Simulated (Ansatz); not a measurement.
# WS2 (Tungstenite): band gap by G0W0 on PBE, part 2 of 2

Aim: the quasiparticle gap of WS2 (Tungstenite), starting from PBE.

Ansatz 0.2.0; PBE, then G0W0 on it, plane waves, PAW. Known limits of the many-body steps: finite bands, screening cutoff and k mesh; no spin-orbit coupling in G0W0.

So far. Step 2 (Bands along the symmetry lines): Over mesh and path the gap is 1.046 eV, from k = Γ to k = (0.167, 0.167, 0.000). The least direct gap found is 1.739 eV, at k = (0.333, 0.333, 0.000).

The database entry behind the starting cell differs from later determinations by our own check (an axis about 1.4 % long against later determinations), so it need not match the best structure at ambient conditions.

In doubt: masses and optical values from hybrid runs of this build are listed as unsure (in some of the runs), which bears on the screening that GW takes from such a start.

## (3) The quasiparticle correction

G0W0 replaces the xc potential by a self-energy built once from the orbitals of the start. Levels are corrected in the window of bands that the input names, at points of the mesh.

This step: G0W0 on PBE, plane waves, PAW.

Input file input.yaml:

```yaml
crystal:
  lattice:
    - [3.18, 0.0, 0.0]
    - [-1.59, 2.753960784, 0.0]
    - [0.0, 0.0, 12.5]
  atoms:
    - { symbol: W, position: [0.3333333333, 0.6666666667, 0.25] }
    - { symbol: W, position: [0.6666666667, 0.3333333333, 0.75] }
    - { symbol: S, position: [0.3333333333, 0.6666666667, 0.625] }
    - { symbol: S, position: [0.6666666667, 0.3333333333, 0.125] }
    - { symbol: S, position: [0.3333333333, 0.6666666667, 0.875] }
    - { symbol: S, position: [0.6666666667, 0.3333333333, 0.375] }
kpoints:
  mp_grid: { grid: [6, 6, 2] }
hamiltonian:
  xc: pbe
scf:
  occupations: { method: fixed }
gw:
  n_empty_bands: 867
  ecut_chi: 230.0
  qp_bands: [v2, c2]
  qp_kpoints: band_edges
  screening: { model: contour_deformation }
```

On the command line:

```bash
> ansatz run input.yaml --threads 3 --pin off --max-ram 64512MiB --backend cuda --events-out ev --progress --plain --runs-dir out --devices 1 --max-vram 24GiB  # rebuilt from the run's record
```

Numbers of over 12 decimals in the logs are rounded to 6 here.

What it wrote:

```text
GPUs: using 1 of 1 available (devices: 1).
[...]
GPU FFT provider: cuFFT
GPU libraries: cuBLAS 13.8.2, cuFFT 12.4.0, cuSOLVER 12.3.4
Crystal: 6 atoms, lattice volume = 109.470 Å³
Basis set: ecut = 420 eV, 2129 PW (Γ)
Bands: 32, of which v1, the nominal top of the filled ones, is band 26 counted from 1 (25 counted from 0)
Symmetry: 24 space group operations
[...]
k-points: 14 of 72
[...]
GPU buffer pool allocated for 51840 grid points (all kernels)
[...]
SCF iter   1: F=—  HF=-24382.787099 eV  |F-HF|=—  |Δ(HF+E_count)|=         —  Δρ=5.12e-3  dr2=1.66e-2  ethr=1.77e-3  ⟨swp⟩=5.0  Hψ=1822  notcnv=0  defer=33
[...]
SCF iter   6: F=-24382.796141 eV  HF=-24382.796141 eV  |F-HF|=1.17e-8  |Δ(HF+E_count)|=   6.12e-8  Δρ=4.36e-6  dr2=2.76e-8  ethr=1.92e-10  ⟨swp⟩=5.3  Hψ=1391  notcnv=0
SCF 1 converged in 6 iterations: F = -24382.796141 eV  dr2 = 2.76e-8
[...]
NSCF: frozen V_eff on 14 k-points, pencils in batches of 32, up to order 128
the band table was solved once the SCF had ended and its energy, with any forces and stress, was formed, with the checks that follow a solve (1825 applications of the Hamiltonian). They found nothing against the state; the energy, forces and stress were not computed again (output.eigenvalues in the input reference)
[...]
NSCF: frozen V_eff on 14 k-points
G₀W₀ screening: q 1/14
[... further progress lines ...]
SCF converged after 6 iterations
Free energy (F): -24382.796141 eV
[...]
Internal energy: -24382.796141 eV  (E = F + TS)
E sigma→0 (E₀):  -24382.796141 eV
Fermi energy:    11.265030 eV
[...]
--- Band table (eV; the first three rows and the last of 14) ---
  k-point 0: bands = [... 22 lower, 8.9990, 9.6943, 10.1732, 11.2650, 13.5108, 13.5108, 13.5186, 13.5186, ... 2 higher]
  k-point 1: bands = [... 22 lower, 8.9778, 8.9778, 10.9613, 10.9613, 13.5077, 13.5077, 13.5077, 13.5077, ... 2 higher]
  k-point 2: bands = [... 22 lower, 8.9492, 9.7774, 10.0915, 10.4572, 12.8394, 13.2618, 13.3693, 13.4536, ... 2 higher]
  k-point 13: bands = [... 22 lower, 8.2312, 8.2312, 10.6075, 10.6075, 12.4366, 12.4366, 13.9183, 13.9183, ... 2 higher]
--- G₀W₀: contour deformation, 8 samples at zero and on the imaginary axis and 1 off it, 72 q-points, 867 empty bands' worth ---
  eigenvalues of the whole cell's RPA ε∞ on this k-mesh (on a slab, of 1 + 4πα/V) = 5.4036, 13.9333, 13.9333; static W/v taken at q = 0 is 0.073199
  bands read: the sum over 893 bands ends inside a degenerate multiplet in 8 slots, whose members it reads at an even weight; the widest, k=1: bands 893 to 894 (counted from 1) at 1/2 each
  gw.qp_kpoints: band_edges: 10 of 14 stored k-points solved, in 1 pass; an edge of the gap read off the rows below is read off those points alone
    valence top: of the k-points left out ik 6 came nearest to being solved in a further pass, in band 26 (counted from 1, as in the quasiparticle table): it holds the edge there only if its correction is more favourable than any solved in that band by at least 1.501 eV; those differ by 0.047 eV
    conduction bottom: of the k-points left out ik 4 came nearest to being solved in a further pass, in band 27 (counted from 1, as in the quasiparticle table): it holds the edge there only if its correction is more favourable than any solved in that band by at least 0.638 eV; those differ by 0.138 eV
    ik  band        ε_KS         Σx   Σc(E_QP)       V_xc       Z   E_QP_lin       E_QP  E_QP is
     0    25     10.1732   -18.1777     0.7783   -16.9538  0.7472     9.7241     9.7276  root
     0    26     11.2650   -19.4389     0.2692   -18.7641  0.7510    10.8578    10.8595  root
     0    27     13.5108   -13.7160    -4.4915   -18.3592  0.7543    13.6628    13.6624  root
     0    28     13.5108   -13.7160    -4.4915   -18.3592  0.7543    13.6628    13.6624  root
     1    25     10.9613   -19.1266     0.5203   -18.1682  0.7516    10.5209    10.5232  root
     1    26     10.9613   -19.1266     0.5203   -18.1682  0.7516    10.5209    10.5232  root
     1    27     13.5077   -13.6700    -4.4799   -18.2965  0.7540    13.6546    13.6542  root
     1    28     13.5077   -13.6700    -4.4799   -18.2965  0.7540    13.6546    13.6542  root
     2    25     10.0915   -18.8161     0.8793   -17.5025  0.7459     9.6538     9.6572  root
     2    26     10.4572   -19.1470     0.6874   -18.0356  0.7493    10.0306    10.0332  root
     2    27     12.8394   -13.1925    -4.1567   -17.3746  0.7555    12.8648    12.8648  root
     2    28     13.2618   -14.0692    -4.2420   -18.3794  0.7454    13.3299    13.3298  root
     3    25     10.3907   -19.1675     0.7949   -17.9335  0.7489     9.9486     9.9516  root
     3    26     10.3907   -19.1675     0.7949   -17.9335  0.7489     9.9486     9.9516  root
     3    27     13.1039   -13.5763    -4.2937   -17.9252  0.7525    13.1591    13.1590  root
     3    28     13.1039   -13.5763    -4.2937   -17.9252  0.7525    13.1591    13.1590  root
     8    25      9.7392   -19.4646     1.0763   -17.9520  0.7430     9.2991     9.3029  root
     8    26      9.7747   -19.5100     1.0518   -18.0318  0.7423     9.3447     9.3482  root
     8    27     12.3123   -12.9251    -3.9504   -16.8894  0.7627    12.3262    12.3262  root
     8    28     13.0540   -14.1664    -4.3953   -18.6512  0.7488    13.1436    13.1435  root
     9    25      9.7611   -19.4943     1.0620   -18.0005  0.7427     9.3257     9.3293  root
     9    26      9.7611   -19.4943     1.0620   -18.0005  0.7427     9.3257     9.3293  root
     9    27     12.6634   -13.4760    -4.1428   -17.6688  0.7582    12.7134    12.7134  root
     9    28     12.6634   -13.4760    -4.1428   -17.6688  0.7582    12.7134    12.7134  root
    10    25      9.9271   -18.6881     0.9192   -17.3110  0.7505     9.4656     9.4693  root
    10    26     10.0722   -19.0950     0.8401   -17.8138  0.7504     9.6280     9.6311  root
    10    27     12.9499   -14.5068    -4.2823   -18.8323  0.7500    12.9931    12.9931  root
    10    28     13.3877   -15.8527    -4.5273   -20.4487  0.7364    13.4566    13.4564  root
    11    25     10.0090   -18.9303     0.8815   -17.5996  0.7504     9.5564     9.5598  root
    11    26     10.0090   -18.9303     0.8815   -17.5996  0.7504     9.5564     9.5598  root
    11    27     13.1543   -14.9147    -4.3709   -19.3378  0.7458    13.2066    13.2065  root
    11    28     13.1543   -14.9147    -4.3709   -19.3378  0.7458    13.2066    13.2065  root
    12    25     10.5317   -18.7023     0.3749   -17.9114  0.7548    10.1136    10.1157  root
    12    26     10.6990   -19.1380     0.2926   -18.4434  0.7545    10.2952    10.2971  root
    12    27     12.4363   -15.7041    -4.0519   -19.8261  0.7518    12.5065    12.5065  root
    12    28     12.4363   -15.7041    -4.0519   -19.8261  0.7518    12.5065    12.5065  root
    13    25     10.6075   -18.8759     0.3320   -18.1348  0.7548    10.1964    10.1985  root
    13    26     10.6075   -18.8759     0.3320   -18.1348  0.7548    10.1964    10.1985  root
    13    27     12.4366   -15.7105    -4.0519   -19.8326  0.7518    12.5069    12.5068  root
    13    28     12.4366   -15.7105    -4.0519   -19.8326  0.7518    12.5069    12.5068  root
```

Wall time 45 s (1 × NVIDIA H100 80GB HBM3 (shared by 3 runs) with 3 threads of AMD EPYC 7R13 (Zen 3), shared host); peak memory 3.3 GiB; 82 s of CPU time.

This step gave:

```yaml
bands_summed: 893
rpa_eps_infinity_on_this_mesh_eigenvalues: 5.404, 13.93, 13.93
plane_waves_in_the_screening_matrix: 835
q_points_in_the_mesh: 72
g0w0_gap_over_the_corrected_points: 1.467 eV
k_of_the_valence_top: 0, 0, 0
k_of_the_conduction_bottom: 0.1667, 0.1667, 0
starting_gap_on_the_mesh: 1.047 eV
z_at_the_valence_top: 0.7510
z_at_the_conduction_bottom: 0.7627
least_direct_g0w0_gap_over_the_corrected_points: 2.209 eV
```

Over 10 of 14 irreducible mesh points the G0W0 gap is 1.467 eV, from k = Γ to k = (0.167, 0.167, 0.000). The PBE gap of this run on the mesh is 1.047 eV. The two states that bound the G0W0 gap lie that far apart at the start, so the correction of the gap is 1.467 − 1.047 = +0.420 eV. The start of this run differs from the step before in mesh (12×12×2 and 6×6×2).

Labels follow the order of the start: v1 is the top filled band, c1 the lowest empty one; levels that stay degenerate share a row, the window can cut a multiplet, doubted levels are not marked in this list, bands outside the window were not corrected, and the list may be a part of the corrected levels. The levels before and after the correction (eV, zero at the valence-band top of each column):

```tsv
	conduction bottom	valence top
Kohn-Sham	1.05	0.00
G0W0	1.47	0.00
```

```tsv
	level	occupation	energy (eV)
Kohn-Sham	Γ v2	2	-1.092
Kohn-Sham	Γ v1	2	0.000
Kohn-Sham	Γ c1-c2	0	2.246
Kohn-Sham	(0.167 0.167 0) v2	2	-1.526
Kohn-Sham	(0.167 0.167 0) v1	2	-1.490
Kohn-Sham	(0.167 0.167 0) c1	0	1.047
Kohn-Sham	(0.167 0.167 0) c2	0	1.789
G0W0	Γ v2	2	-1.132
G0W0	Γ v1	2	0.000
G0W0	Γ c1-c2	0	2.803
G0W0	(0.167 0.167 0) v2	2	-1.557
G0W0	(0.167 0.167 0) v1	2	-1.511
G0W0	(0.167 0.167 0) c1	0	1.467
G0W0	(0.167 0.167 0) c2	0	2.284
```

The parts of the quasiparticle energy for the two states that bound the G0W0 gap, in eV on the run's own scale (QP = start + Σx + Σc − Vxc, with Σc at the quasiparticle energy):

```tsv
edge	k	band	start	Σx	Σc	Vxc	Z	QP
valence top	Γ	26	11.265	−19.439	0.269	−18.764	0.751	10.860
conduction bottom	(0.167, 0.167, 0.000)	27	12.312	−12.925	−3.950	−16.889	0.763	12.326
```

## (4) Spin-orbit coupling

This run has two-component orbitals with spin-orbit coupling.

This step: DFT, PBE with spin-orbit coupling, plane waves, PAW.

input.yaml, the sections that differ from step 3:

```yaml
kpoints:
  mp_grid: { grid: [12, 12, 2] }
  band_path:
    path:
      - [0.0, 0.0, 0.0]
      - [0.5, 0.0, 0.0]
      - [0.33333333, 0.33333333, 0.0]
      - [0.0, 0.0, 0.5]
      - [0.5, 0.0, 0.5]
      - [0.33333333, 0.33333333, 0.5]
      - [0.1666666667, 0.1666666667, 0.0]
    npoints: 1
scf:
  occupations: { method: fermi_dirac, width: 0.02 }
  n_extra_bands: 12
magnetization:
  noncollinear: true
  spin_orbit: true
output:
  eigenvalues: true
  forces: true
  stress: true
# crystal, hamiltonian: as in step 3
# gw: removed
```

What it wrote:

```text
[...]
GPUs: using 1 of 1 available (devices: 1).
[...]
non-collinear run that drives no moment, with spin-orbit: no starting moment large enough to seed its density (crystal.atoms[].spin), no starting occupations that ask for one, no magnetisation constraint and no magnetic field, so the semilocal B_xc is pinned to zero
[...]
GPU FFT provider: cuFFT
GPU libraries: cuBLAS 13.8.2, cuFFT 12.4.0, cuSOLVER 12.3.4
Crystal: 6 atoms, lattice volume = 109.470 Å³
Basis set: ecut = 420 eV, 2129 PW (Γ), exchange–correlation on 48×48×180 points (8 copies of the dense FFT grid, shifted against one another)
Bands: 64, of which v1, the nominal top of the filled ones, is band 52 counted from 1 (51 counted from 0)
Symmetry: 24 space group operations + 24 with time reversal
[...]
k-points: 38 of 288
Projection manifold: j_resolved (fully-relativistic pseudo-atomic orbitals)
[...]
GPU buffer pool allocated for 51840 grid points (all kernels)
[...]
SCF iter   1: F=—  HF=-24432.774339 eV  |F-HF|=—  |Δ(HF+E_count)|=         —  Δρ=4.07e-2  dr2=2.75e0  dr2_m=0.00e0 (ungated)  ethr=3.10e-3  |M|=0.00e0 ∫|m|=0.00e0 μB  |m|>n=0.0e0 m-floor=0.0e0 τ_xc=0.0e0  β_m=0.30  ⟨swp⟩=6.2  Hψ=5880  notcnv=0
[...]
spin=Noncollinear: Resta preconditioning applied to the charge; magnetization (m_x, m_y, m_z) channels mix plain (no charge-response kernel on spin).
[...]
Absolute magnetization: 0.0000 μB (∫|m|)
  site 0: m = (+0.0000, +0.0000, +0.0000) μB, |m| = 0.0000 μB  (R = 0.99 Å)
  site 1: m = (+0.0000, +0.0000, +0.0000) μB, |m| = 0.0000 μB  (R = 0.99 Å)
  site 2: m = (+0.0000, +0.0000, +0.0000) μB, |m| = 0.0000 μB  (R = 0.99 Å)
  site 3: m = (+0.0000, +0.0000, +0.0000) μB, |m| = 0.0000 μB  (R = 0.99 Å)
  site 4: m = (+0.0000, +0.0000, +0.0000) μB, |m| = 0.0000 μB  (R = 0.99 Å)
  site 5: m = (+0.0000, +0.0000, +0.0000) μB, |m| = 0.0000 μB  (R = 0.99 Å)
Free energy (F): -24432.011984 eV
[...]
Internal energy: -24432.011984 eV  (E = F + TS)
E sigma→0 (E₀):  -24432.011984 eV
Fermi energy:    11.765616 eV
[...]
--- Forces (eV/Å), atoms counted from 1 ---
  atom   1  W      0.00000000     0.00000000    -0.00000000
  atom   2  W      0.00000000    -0.00000000     0.00000000
  atom   3  S      0.00000000     0.00000000    -0.12644858
  atom   4  S     -0.00000000    -0.00000000    -0.12644858
  atom   5  S      0.00000000     0.00000000     0.12644858
  atom   6  S     -0.00000000    -0.00000000     0.12644858
  max |Σ_I F_I| component: 5.78e-19 eV/Å
--- Stress (GPa, compression-positive) ---
        1.592639       0.000000       0.000000
        0.000000       1.592639       0.000000
        0.000000       0.000000       3.470613
  P = ⅓ Tr σ = 2.2186 GPa (22.186 kbar)
--- Band table (eV; the first three rows and the last of 38) ---
  k-point 0: bands = [... 48 lower, 10.2112, 10.2112, 11.2854, 11.2854, 13.4316, 13.4316, 13.4358, 13.4358, ... 8 higher]
  k-point 1: bands = [... 48 lower, 10.9816, 10.9816, 10.9816, 10.9816, 13.4376, 13.4376, 13.4376, 13.4376, ... 8 higher]
  k-point 2: bands = [... 48 lower, 10.2099, 10.2099, 11.0676, 11.0676, 13.2910, 13.2910, 13.3390, 13.3390, ... 8 higher]
  k-point 37: bands = [... 48 lower, 10.4026, 10.4026, 10.8283, 10.8283, 12.4035, 12.4035, 12.4325, 12.4325, ... 8 higher]
[key lines of the parts left out:]
SCF converged after 9 iterations
Magnetization: |M| = 0.0000 μB,  M = (+0.0000, +0.0000, +0.0000) μB
```

Run time: 7.8 s. Hardware: 1 × NVIDIA H100 80GB HBM3 (shared by 3 runs) with 3 threads; peak memory 1 GiB.

Numbers from this step:

| Quantity | Value |
| --- | --- |
| pressure | 2.219 GPa |
| gap | 0.9964 eV |
| valence top at | Γ |
| conduction bottom at | k = (0.167, 0.167, 0.000) |
| least direct gap | 1.545 eV |

Over mesh and listed points the gap is 0.996 eV, from k = Γ to k = (0.167, 0.167, 0.000). The least direct gap found is 1.545 eV, at k = (0.333, 0.333, 0.000). PBE+SOC against PBE: 0.996 − 1.046 = −0.050 eV, with the same mesh, set of files (read in its fully relativistic form for the spin-orbit run) and cutoff, and both edges at the same k points. The spin-orbit run sees mesh and listed points alone, so its gap is an upper bound: the coupling can move an edge off these points, and the change over the zone, its sign included where it is small, is not known.

## (5) Side by side

Each gap is the least one over the points named; times are wall times on shared hosts, not benchmarks. A G0W0 time includes the run's own self-consistent start. Runs with listed points see these and the mesh alone, so an edge that moves elsewhere is missed. Rows marked * are further runs, not shown as steps, whose inputs differ from the G0W0 step on the same start in the columns given; solver thresholds can differ too.

```tsv
level	mesh	files, cutoff	bands summed, screening	points	gap (eV)	valence top	conduction bottom	least direct gap (eV)	time
PBE	12×12×2	soft_2 PAW, 420 eV	-	mesh and path	1.046	Γ	(0.167, 0.167, 0.000)	1.739	4.5 s
PBE+SOC	12×12×2	soft_2 PAW, 420 eV	-	mesh and listed points	0.996	Γ	(0.167, 0.167, 0.000)	1.545	7.8 s
G0W0@PBE*	6×6×2	soft_2 PAW, 420 eV	168, 69 eV	10 of 14 irreducible mesh points	1.364	Γ	(0.167, 0.167, 0.000)	2.222	15 s
G0W0@PBE*	6×6×2	soft_2 PAW, 420 eV	428, 138 eV	10 of 14 irreducible mesh points	1.437	Γ	(0.167, 0.167, 0.000)	2.218	16 s
G0W0@PBE	6×6×2	soft_2 PAW, 420 eV	893, 230 eV	10 of 14 irreducible mesh points	1.467	Γ	(0.167, 0.167, 0.000)	2.209	45 s
G0W0@PBE*	6×6×2	soft_2 PAW, 420 eV	893, 230 eV, plasmon pole	10 of 14 irreducible mesh points	1.473	Γ	(0.167, 0.167, 0.000)	2.269	84 s
```

## (6) Summary of results

| Item | Value |
| --- | --- |
| PBE gap over mesh and path | 1.046 eV, from k = Γ to k = (0.167, 0.167, 0.000) |
| G0W0@PBE gap over 10 of 14 irreducible mesh points | 1.467 eV, from k = Γ to k = (0.167, 0.167, 0.000) |
| PBE+SOC gap over mesh and listed points | 0.996 eV |
| estimated limit in bands and cutoff, on this mesh | 1.495 eV |
| GW settings | 6×6×2 mesh, 867 empty bands, screening to 230 eV |
| known limits | finite bands, screening cutoff and k mesh; no spin-orbit coupling in G0W0 |

**Reading.** Over 10 of 14 irreducible mesh points the G0W0 gap is 1.467 eV, from k = Γ to k = (0.167, 0.167, 0.000). The PBE gap of this run on the mesh is 1.047 eV. The two states that bound the G0W0 gap lie that far apart at the start, so the correction of the gap is 1.467 − 1.047 = +0.420 eV. The valence state moves by 10.860 − 11.265 = −0.405 eV and the conduction state by 12.326 − 12.312 = +0.014 eV, on the run's own scale; with 168 bands the edge states move by +0.168 and +0.485 eV, so the split between the edges depends on the bands and cutoff. Both edges that PBE shows over mesh and path lie at k points where levels were corrected. Levels at other points were not corrected, so a lower G0W0 gap elsewhere in the zone is not ruled out. From 168 bands and 69 eV to 893 bands and 230 eV the gap moves by 1.467 − 1.364 = +0.103 eV (rung by rung 1.364, 1.437, 1.467 eV); bands and screening cutoff rise together, so their parts are not told apart. A line in one over the bands through the two highest rungs gives 1.467 + (1.467 − 1.437) × 428 / (893 − 428) = 1.495 eV, and through the pair below 1.437 + (1.437 − 1.364) × 168 / (428 − 168) = 1.484 eV. The two agree within 0.03 eV and the same two states bound the gap in each rung, so 1.495 eV is taken as an estimate of the limit on this mesh. With the plasmon pole model in place of the contour deformation model and all else as in the G0W0@PBE row with 893 bands, the gap differs by 1.473 − 1.467 = +0.006 eV. G0W0 on other starts in this series, not shown as steps and not all at these settings: 1.537 eV on r2SCAN (6×6×2, soft_2 PAW, 893 bands, 230 eV) and 1.677 eV on HSE06 (6×6×2, soft_2 PAW, 893 bands, 230 eV). PBE+SOC against PBE: 0.996 − 1.046 = −0.050 eV, with the same mesh, set of files (read in its fully relativistic form for the spin-orbit run) and cutoff, and both edges at the same k points. The spin-orbit run sees mesh and listed points alone, so its gap is an upper bound: the coupling can move an edge off these points, and the change over the zone, its sign included where it is small, is not known. What spin-orbit coupling does to the G0W0 levels was not computed, so no sum with the G0W0 gap is formed. The G0W0 runs are scalar-relativistic. No pair of G0W0 runs that differ in the mesh alone is shown (6×6×2 is a supercell whose nearest images lie 19 Å apart), so the error from the mesh is not known here. G0W0@PBE runs of this series with other atomic data on the same mesh, not shown as steps, give 1.478 eV (hard PAW, 760 eV, 1325 bands, screening to 299 eV); where bands and cutoffs differ too, the part of the files is not isolated.

[Paths, hosts, dates, memory and timing lines, banners, echoed tables and standing remarks are left out of the program output.]

[Logs are printed without paths, hosts, clocks, repeated set-up lines and the standing remarks that a program may print on its own settings, such as how far it seeks lower states.]

[Runs of the session that timed out or met a known fault of the program may be left out.]

[Cells called generated may have been cut or substituted from an entry of the Crystallography Open Database or the Materials Project.]

[Hosts, paths, dates, database ids (printed as entryN), source tags and the programs' standing remarks are cut or masked in the printed files.]

[Where an RPA ε∞ is given, it is that of the G0W0 mesh and is not shown converged in it. Names of k-points follow the symmetry that the program found, which can be lower than the space group named. Band edges on a path are those of the sampled points; other points can move an edge, and change direct to indirect where valleys lie close.]

[Hybrid gaps are those of their k-mesh and are not shown converged in it.]
